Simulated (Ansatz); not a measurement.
Rows from a G0W0 calculation on LiMgOF (rocksalt [001] superlattice) (Ansatz 0.2.0; G0W0 on LDA, plane waves, PAW; PAW set soft_1; 6×6×2 mesh, 89 empty bands, screening to 44 eV, PAW set soft_1 files), in eV. Spin-orbit coupling is left out.

```
row      Σx     Σc     Vxc     Z
  A   -9.01  -3.43  -14.57  0.87
  B  -26.57   4.51  -21.13  0.81
  C  -10.28  -3.42  -15.76  0.86
  D  -10.61  -3.65  -16.64  0.85
  E  -10.07  -3.46  -15.37  0.86
  F  -26.33   4.52  -20.78  0.81
```

**Question.** Which rows are filled states and which are empty ones, and how can one tell?

Filled: B and F. Empty: A, C, D and E. The sign of Σc tells: for a filled state bare exchange, which holds its interaction with itself, lies below Vxc (Σx − Vxc is -5.4 eV or lower here) and screening gives part back as a positive Σc. For an empty state Σx lies above Vxc (+5.3 eV or more) and the Coulomb hole leaves Σc negative.

[Paths, hosts, dates, memory and timing lines, banners, echoed tables and standing remarks are left out of the program output.]

[Logs are printed without paths, hosts, clocks, repeated set-up lines and the standing remarks that a program may print on its own settings, such as how far it seeks lower states.]

[Runs of the session that timed out or met a known fault of the program may be left out.]

[Cells called generated may have been cut or substituted from an entry of the Crystallography Open Database or the Materials Project.]

[Hosts, paths, dates, database ids (printed as entryN), source tags and the programs' standing remarks are cut or masked in the printed files.]
